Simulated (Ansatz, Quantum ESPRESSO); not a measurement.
# NbTe2 (P-3m1): zone-centre phonons, part 2 of 3

Aim: the zone-centre modes of NbTe2 (P-3m1).

Quantum ESPRESSO 7.5; DFT LDA, scalar-relativistic, plane waves, GBRV ultrasoft pseudopotentials.

So far. Step 2 (A probe with smearing): No gap opens on this mesh, so smearing is kept; the start stands at -4.7 GPa. Step 4 (Ground state): The cell stands at 0.014 GPa, close enough for phonons. The relaxed cell has a = 3.626, c = 6.555 Å (conventional setting).

**5. Zone-centre response**

At q = 0 one unit cell holds all displacements; symmetry groups them into irreducible representations that are solved one by one. With smeared occupations no response to a homogeneous field can be asked.

ph.in reads:

```
phonons
&inputph
   prefix = 'x'
   outdir = './tmp'
   fildyn = 'g.dyn'
   tr2_ph = 1.0d-18
   alpha_mix(1) = 0.4
   nmix_ph = 8
/
0.000000000000 0.000000000000 0.000000000000
```

Command:

```
OMP_NUM_THREADS=1 mpirun -n 4 ph.x -nk 4 -in ph.in > ph.out
```

The log of the run:

```text
[banners, grids, parts of the stress and lines that vanish by symmetry left out]
[banner, memory and clock lines left out]
Program PHONON v.7.5

     ./tmp/x.save/

     IMPORTANT: XC functional enforced from input :
     Exchange-correlation= PZ
                           (   1   1   0   0   0   0   0)
     Any further DFT definition will be discarded
     Please, verify this is what you really want

     G-vector sticks info

     Reading collected, re-writing distributed wavefunctions in ./tmp/

     Number and degeneracy of irreps per q-point
       N         xq(1)         xq(2)         xq(3)   N irreps
       1   0.000000000   0.000000000   0.000000000       6
        1   2   1   1   2   2

     Calculation of q =    0.0000000   0.0000000   0.0000000

     phonons

     bravais-lattice index     =            4
     lattice parameter (alat)  =       6.8526  a.u.
     unit-cell volume          =     503.7610 (a.u.)^3
     number of atoms/cell      =            3
     number of atomic types    =            2
     kinetic-energy cut-off    =      40.0000  Ry
     charge density cut-off    =     240.0000  Ry
     convergence threshold     =      1.0E-18
     beta                      =       0.4000
     number of iterations used =            8
     Exchange-correlation= PZ
                           (   1   1   0   0   0   0   0)

     celldm(1)=    6.85258  celldm(2)=    0.00000  celldm(3)=    1.80772
     celldm(4)=    0.00000  celldm(5)=    0.00000  celldm(6)=    0.00000

     crystal axes: (cart. coord. in units of alat)
               a(1) = (  1.0000  0.0000  0.0000 )
               a(2) = ( -0.5000  0.8660  0.0000 )
               a(3) = (  0.0000  0.0000  1.8077 )

     reciprocal axes: (cart. coord. in units 2 pi/alat)
               b(1) = (  1.0000  0.5774 -0.0000 )
               b(2) = (  0.0000  1.1547  0.0000 )
               b(3) = (  0.0000 -0.0000  0.5532 )

     Atoms inside the unit cell:

     Cartesian axes

     site n.  atom      mass           positions (alat units)
        1  Nb     92.9064   tau(    1) = (    0.00000    0.00000    0.00000  )
        2  Te    127.6000   tau(    2) = (    0.50000    0.28868    1.30746  )
        3  Te    127.6000   tau(    3) = (   -0.00000    0.57735    0.50026  )

     Computing dynamical matrix for
                    q = (   0.0000000   0.0000000   0.0000000 )

     13 Sym.Ops. (with q -> -q+G )

     G cutoff =  285.4696  (  31633 G-vectors)     FFT grid: ( 36, 36, 64)
     G cutoff =  190.3131  (  17287 G-vectors)  smooth grid: ( 27, 27, 50)

     number of k points=    43  Marzari-Vanderbilt smearing, width (Ry)=  0.0200
                       cart. coord. in units 2pi/alat
        k(    1) = (   0.0000000   0.0000000   0.0000000), wk =   0.0061728
        k(    2) = (   0.0000000   0.0000000   0.1382957), wk =   0.0123457
        k(    3) = (   0.0000000   0.0000000  -0.2765914), wk =   0.0061728
        [... further k-points left out ...]

     PseudoPot. # 1 for Nb read from file:
     ./pseudo/Nb.upf
     Pseudo is Ultrasoft + core correction, Zval = 13.0
     Using radial grid of  887 points,  6 beta functions with:
                l(1) =   0
                l(2) =   0
                l(3) =   1
                l(4) =   1
                l(5) =   2
                l(6) =   2
     Q(r) pseudized with  6 coefficients,  rinner =    1.000   1.000   1.000
                                                       1.000   1.000

     PseudoPot. # 2 for Te read from file:
     ./pseudo/Te.upf
     Pseudo is Ultrasoft + core correction, Zval =  6.0
     Using radial grid of  891 points,  5 beta functions with:
                l(1) =   0
                l(2) =   0
                l(3) =   1
                l(4) =   1
                l(5) =   2
     Q(r) pseudized with  6 coefficients,  rinner =    1.800   1.800   1.800
                                                       1.800   1.800

     Mode symmetry, D_3d (-3m)  point group:

     Atomic displacements:
     There are    6 irreducible representations

     Representation     1      1 modes -  To be done

     Representation     2      2 modes -  To be done

     Representation     3      1 modes -  To be done

     Representation     4      1 modes -  To be done

     Representation     5      2 modes -  To be done

     Representation     6      2 modes -  To be done

     Alpha used in Ewald sum =   2.3000

     Representation #   1 mode #   1

     Self-consistent Calculation

     Pert. #  1: Fermi energy shift (Ry) =     4.9567E-01     0.0000E+00

      iter #   1   av.it.:   7.3
      thresh= 1.000E-02 alpha_mix =  0.400 |ddv_scf|^2 =  7.519E-05

     Pert. #  1: Fermi energy shift (Ry) =    -1.0337E+00     0.0000E+00

      iter #   2   av.it.:  13.4
      thresh= 8.671E-04 alpha_mix =  0.400 |ddv_scf|^2 =  3.076E-04

     Pert. #  1: Fermi energy shift (Ry) =     8.5635E-02     0.0000E+00

      iter #   3   av.it.:  11.9
      thresh= 1.754E-03 alpha_mix =  0.400 |ddv_scf|^2 =  1.129E-06

     Pert. #  1: Fermi energy shift (Ry) =     1.7493E-02     0.0000E+00

      iter #   4   av.it.:  11.7
      thresh= 1.063E-04 alpha_mix =  0.400 |ddv_scf|^2 =  4.378E-09

     Pert. #  1: Fermi energy shift (Ry) =     1.1051E-02     0.0000E+00

      iter #   5   av.it.:  13.8
      thresh= 6.617E-06 alpha_mix =  0.400 |ddv_scf|^2 =  9.739E-11

     Pert. #  1: Fermi energy shift (Ry) =     1.2210E-02     0.0000E+00

      iter #   6   av.it.:  12.9
      thresh= 9.869E-07 alpha_mix =  0.400 |ddv_scf|^2 =  8.248E-12

     Pert. #  1: Fermi energy shift (Ry) =     1.3020E-02     0.0000E+00

      iter #   7   av.it.:  13.7
      thresh= 2.872E-07 alpha_mix =  0.400 |ddv_scf|^2 =  2.845E-13

     Pert. #  1: Fermi energy shift (Ry) =     1.3098E-02     0.0000E+00

      iter #   8   av.it.:  13.7
      thresh= 5.334E-08 alpha_mix =  0.400 |ddv_scf|^2 =  3.910E-15

     Pert. #  1: Fermi energy shift (Ry) =     1.3097E-02     0.0000E+00

      iter #   9   av.it.:  13.6
      thresh= 6.253E-09 alpha_mix =  0.400 |ddv_scf|^2 =  1.044E-15

     Pert. #  1: Fermi energy shift (Ry) =     1.3097E-02     0.0000E+00

      iter #  10   av.it.:  13.2
      thresh= 3.232E-09 alpha_mix =  0.400 |ddv_scf|^2 =  1.040E-17

     Pert. #  1: Fermi energy shift (Ry) =     1.3098E-02     0.0000E+00

      iter #  11   av.it.:  14.4
      thresh= 3.225E-10 alpha_mix =  0.400 |ddv_scf|^2 =  2.256E-19

     End of self-consistent calculation

     Convergence has been achieved

     Representation #   2 modes #   2   3

     Self-consistent Calculation
      iter #   1   av.it.:   5.4
      thresh= 1.000E-02 alpha_mix =  0.400 |ddv_scf|^2 =  1.863E-08
      iter #   2   av.it.:  14.4
      thresh= 1.365E-05 alpha_mix =  0.400 |ddv_scf|^2 =  4.534E-09
      iter #   3   av.it.:  15.0
      thresh= 6.733E-06 alpha_mix =  0.400 |ddv_scf|^2 =  2.416E-10
[...]
End of self-consistent calculation

     Convergence has been achieved

     Representation #   3 mode #   4

     Self-consistent Calculation
[...]
End of self-consistent calculation

     Convergence has been achieved

     Representation #   4 mode #   5

     Self-consistent Calculation
[...]
End of self-consistent calculation

     Convergence has been achieved

     Representation #   5 modes #   6   7

     Self-consistent Calculation
[...]
End of self-consistent calculation

     Convergence has been achieved

     Representation #   6 modes #   8   9

     Self-consistent Calculation
[...]
iter #   4   av.it.:  15.2
      thresh= 3.294E-06 alpha_mix =  0.400 |ddv_scf|^2 =  3.029E-11
      iter #   5   av.it.:  14.8
      thresh= 5.504E-07 alpha_mix =  0.400 |ddv_scf|^2 =  1.103E-12
      iter #   6   av.it.:  15.0
      thresh= 1.050E-07 alpha_mix =  0.400 |ddv_scf|^2 =  9.067E-14
      iter #   7   av.it.:  15.8
      thresh= 3.011E-08 alpha_mix =  0.400 |ddv_scf|^2 =  7.911E-16
      iter #   8   av.it.:  15.4
      thresh= 2.813E-09 alpha_mix =  0.400 |ddv_scf|^2 =  1.750E-17
      iter #   9   av.it.:  14.7
      thresh= 4.184E-10 alpha_mix =  0.400 |ddv_scf|^2 =  2.282E-18
      iter #  10   av.it.:  15.2
      thresh= 1.511E-10 alpha_mix =  0.400 |ddv_scf|^2 =  1.535E-20

     End of self-consistent calculation

     Convergence has been achieved

     Number of q in the star =    1
     List of q in the star:
          1   0.000000000   0.000000000   0.000000000

     Diagonalizing the dynamical matrix

     q = (    0.000000000   0.000000000   0.000000000 )

 **************************************************************************
     freq (    1) =      -0.160578 [THz] =      -5.356319 [cm-1]
     freq (    2) =      -0.160578 [THz] =      -5.356319 [cm-1]
     freq (    3) =      -0.158920 [THz] =      -5.301005 [cm-1]
     freq (    4) =       3.417287 [THz] =     113.988416 [cm-1]
     freq (    5) =       3.417287 [THz] =     113.988416 [cm-1]
     freq (    6) =       4.956600 [THz] =     165.334394 [cm-1]
     freq (    7) =       5.503777 [THz] =     183.586225 [cm-1]
     freq (    8) =       5.503777 [THz] =     183.586225 [cm-1]
     freq (    9) =       7.825072 [THz] =     261.016306 [cm-1]
 **************************************************************************

     Mode symmetry, D_3d (-3m)  point group:

     freq (   1-   2) =         -5.4  [cm-1]   --> E_u  L_3'       I
     freq (   3-   3) =         -5.3  [cm-1]   --> A_2u L_2'       I
     freq (   4-   5) =        114.0  [cm-1]   --> E_g  L_3        R
     freq (   6-   6) =        165.3  [cm-1]   --> A_1g L_1        R
     freq (   7-   8) =        183.6  [cm-1]   --> E_u  L_3'       I
     freq (   9-   9) =        261.0  [cm-1]   --> A_2u L_2'       I
```

Run time: 4.1 min. Hardware: 4 MPI ranks of Arm Neoverse V1, shared host; 16 min of CPU time.

Numbers from this step:

- largest acoustic frequency at the zone centre before the sum rule: -5.36 cm⁻¹
- highest optical zone-centre mode (no LO-TO term): 261.0 cm⁻¹
- lowest optical zone-centre mode: 114.0 cm⁻¹

The acoustic modes at Γ come out as far as 5.4 cm⁻¹ from zero, where they should vanish, a small numerical error.

**6. Modes with the sum rule**

A rigid shift of the crystal must cost nothing, but grids and finite bases break this; the acoustic sum rule is imposed before the matrix is diagonalised again.

dynmat.in reads:

```
&input
   fildyn = 'g.dyn'
   asr = 'crystal'
   fileig = 'dynmat.eig'
/
```

Command:

```
dynmat.x -in dynmat.in > dynmat.out
```

The log of the run:

```text
[banner, memory and clock lines left out]
Program DYNMAT v.7.5

     Reading Dynamical Matrix from file g.dyn
     ...Force constants read
     ...epsilon and Z* not read (not found on file)
     Acoustic Sum Rule: || Z*(ASR) - Z*(orig)|| =    0.000000E+00
     Acoustic Sum Rule: ||dyn(ASR) - dyn(orig)||=    4.623682E-04
     A direction for q was not specified:TO-LO splitting will be absent

     Polarizability (A^3 units)
     multiply by 1.000000 for Clausius-Mossotti correction
         0.000000    0.000000    0.000000
         0.000000    0.000000    0.000000
         0.000000    0.000000    0.000000

     IR activities are in (D/A)^2/amu units

# mode   [cm-1]    [THz]      IR
    1     -0.00   -0.0000    0.0000
    2     -0.00   -0.0000    0.0000
    3      0.00    0.0000    0.0000
    4    113.99    3.4173    0.0000
    5    113.99    3.4173    0.0000
    6    165.33    4.9566    0.0000
    7    183.59    5.5038    0.0000
    8    183.59    5.5038    0.0000
    9    261.01    7.8249    0.0000

[end of the log left out, with the tail of the file of modes that dynmat.x writes under the same name]
```

It took 0.45 s on 1 thread.

Unit eigenvectors of the mass-weighted matrix after the sum rule; no LO-TO term. The modes at Γ (shares of kinetic energy by element, %):

```
mode  frequency (cm⁻¹)  symmetry  Nb %  Te %
   1               0.0  acoustic    27    73
   2               0.0  acoustic    27    73
   3               0.0  acoustic    27    73
   4             114.0        Eg     0   100
   5             114.0        Eg     0   100
   6             165.3       A1g     0   100
   7             183.6        Eu    73    27
   8             183.6        Eu    73    27
   9             261.0       A2u    73    27
```

Displacements in mode 4 (114.0 cm⁻¹), the largest set to 1:
```
Nb1  0.00  0.00  0.00
Te2 -0.23  1.00  0.00
Te3  0.23 -1.00  0.00
```

Displacements in mode 9 (261.0 cm⁻¹), the largest set to 1:
```
Nb1  0.00  0.00  1.00
Te2  0.00  0.00 -0.36
Te3  0.00  0.00 -0.36
```

The rule moves no optical mode by more than 0.1 cm⁻¹.

**7. Sum rules set otherwise (asr no)**

Without the rule the raw error of the acoustic modes shows.

dynmat.in reads:

```
&input
   fildyn = 'g.dyn'
   asr = 'no'
   fileig = 'dynmat.eig'
/
```

Command:

```
dynmat.x -in dynmat.in > dynmat.out
```

The log of the run:

```text
[banner, memory and clock lines left out]
Program DYNMAT v.7.5

     Reading Dynamical Matrix from file g.dyn
     ...Force constants read
     ...epsilon and Z* not read (not found on file)
     A direction for q was not specified:TO-LO splitting will be absent

     Polarizability (A^3 units)
     multiply by 1.000000 for Clausius-Mossotti correction
         0.000000    0.000000    0.000000
         0.000000    0.000000    0.000000
         0.000000    0.000000    0.000000

     IR activities are in (D/A)^2/amu units

# mode   [cm-1]    [THz]      IR
    1     -5.36   -0.1606    0.0000
    2     -5.36   -0.1606    0.0000
    3     -5.30   -0.1589    0.0000
    4    113.99    3.4173    0.0000
    5    113.99    3.4173    0.0000
    6    165.33    4.9566    0.0000
    7    183.59    5.5038    0.0000
    8    183.59    5.5038    0.0000
    9    261.02    7.8251    0.0000

[cm-1]
[end of the log left out, with the tail of the file of modes that dynmat.x writes under the same name]
```

The job ended after 0.45 s (1 thread).

Zone-centre frequencies as printed; negative means imaginary. Modes:

```
mode  frequency (cm⁻¹)
   1             -5.36
   2             -5.36
   3              -5.3
   4               114
   5               114
   6             165.3
   7             183.6
   8             183.6
   9               261
```

Against the first rule no mode moves by more than 5.4 cm⁻¹.

**8. Sum rules set otherwise: a sum rule for molecules or wires on a crystal**

This rule also removes rotations, which suits wires and not a crystal; it is tried to see the harm.

dynmat.in reads:

```
&input
   fildyn = 'g.dyn'
   asr = 'one-dim'
   fileig = 'dynmat.eig'
/
```

Command:

```
dynmat.x -in dynmat.in > dynmat.out
```

The log of the run:

```text
[banner, memory and clock lines left out]
Program DYNMAT v.7.5

     Reading Dynamical Matrix from file g.dyn
     ...Force constants read
     ...epsilon and Z* not read (not found on file)
asr rotation axis in 1D system=    3
     Acoustic Sum Rule: || Z*(ASR) - Z*(orig)|| =    0.000000E+00
     Acoustic Sum Rule: ||dyn(ASR) - dyn(orig)||=    2.154082E-01
     A direction for q was not specified:TO-LO splitting will be absent

     Polarizability (A^3 units)
     multiply by 1.000000 for Clausius-Mossotti correction
         0.000000    0.000000    0.000000
         0.000000    0.000000    0.000000
         0.000000    0.000000    0.000000

     IR activities are in (D/A)^2/amu units

# mode   [cm-1]    [THz]      IR
    1     -0.00   -0.0000    0.0000
    2     -0.00   -0.0000    0.0000
    3     -0.00   -0.0000    0.0000
    4      0.00    0.0000    0.0000
    5    113.99    3.4173    0.0000
    6    149.93    4.4947    0.0000
    7    165.33    4.9566    0.0000
    8    183.59    5.5038    0.0000
    9    261.01    7.8249    0.0000

[end of the log left out, with the tail of the file of modes that dynmat.x writes under the same name]
```

The job ended after 0.45 s (1 thread).

The program raised no error, yet the settings are not those of a careful run.

The fault: a sum rule for molecules or wires on a crystal; 1 optical mode is projected out to zero frequency, as if it were a rotation.

For a crystal the rule has to be 'simple' or 'crystal'.

Zone-centre frequencies as printed; negative means imaginary. Modes:

```
mode  frequency (cm⁻¹)
   1                 0
   2                 0
   3                 0
   4                 0
   5               114
   6             149.9
   7             165.3
   8             183.6
   9               261
```

[end of part 2 of 3]

[Host names and launcher messages were left out of these logs when they were recorded.]

[Logs are printed without paths, hosts, clocks, repeated set-up lines and the standing remarks that a program may print on its own settings, such as how far it seeks lower states.]

[Hosts, paths, dates, database ids (printed as entryN), source tags and the programs' standing remarks are cut or masked in the printed files.]
